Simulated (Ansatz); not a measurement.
System: GeH (hydrogen-terminated (111) film, 2 layers).

The cell holds 4 atoms: 2 Ge and 2 H. Its edges and angles: a = 4.001 Å, b = 4.001 Å, c = 30.900 Å, α = 90.0°, β = 90.0°, γ = 60.0°. It derives from Ge. Vacuum lies along c.

```xyz
4
Lattice="4.0008 0.0000 0.0000 2.0004 3.4648 0.0000 0.0000 0.0000 30.9000" Properties=species:S:1:pos:R:3
Ge    4.0008    2.3099   15.0813
Ge    2.0004    3.4648   15.8187
H     4.0008    2.3099   13.5348
H     2.0004    3.4648   17.3652
```

The structure was relaxed with PBEsol (ions only). The runs that relaxed it are not among those shown.

Gaps computed with Ansatz 0.2.0 without a self-energy: PBEsol 1.23 eV and HSE06 2.03 eV.

Estimate the G0W0@PBEsol gap with 6×6×1 mesh, 631 empty bands, screening to 75 eV, PAW set soft_1 files.

About 2.32 eV: on its mesh the run moves the gap from 1.23 eV by +1.09 eV. Among the scalar-relativistic levels given, HSE06 is nearest (−0.29 eV). Bands and cutoff are finite, so the gap stands short of the basis limit, usually by up to a few tenths of an eV; the mesh is an error of its own. In a film the band edges may be surface states, so its gap need not approach the bulk's. At these cutoffs the gaps of films stand short of the band limit, often by tenths of an eV, while the trend with thickness is less touched. In a film the band edges may be surface states, so its gap need not approach the bulk's. At these cutoffs the gaps of films stand short of the band limit, often by tenths of an eV, while the trend with thickness is less touched. The many-body steps are scalar-relativistic: spin-orbit coupling is not in them.

[Long decimals in the printed logs are rounded to 6 places.]

[Logs are printed without paths, hosts, clocks, repeated set-up lines and the standing remarks that a program may print on its own settings, such as how far it seeks lower states.]

[Paths, hosts, dates, memory and timing lines, banners, echoed tables and standing remarks are left out of the program output; an Ansatz launch command may be rebuilt from the run's recorded settings. Measured values are a selection of at most five: reports struck by readers or far from the other reports are left out. None is set beside runs whose start may be inverted or whose files or cutoffs have a known fault.]

[Runs of the session that timed out or met a known fault of the program may be left out.]

[Cells called generated may have been cut or substituted from an entry of the Crystallography Open Database or the Materials Project.]

[Hosts, paths, dates, database ids (printed as entryN), source tags and the programs' standing remarks are cut or masked in the printed files.]

[Where the starting crystal was built by hand or by swapping elements, it need not be the compound's stable phase.]
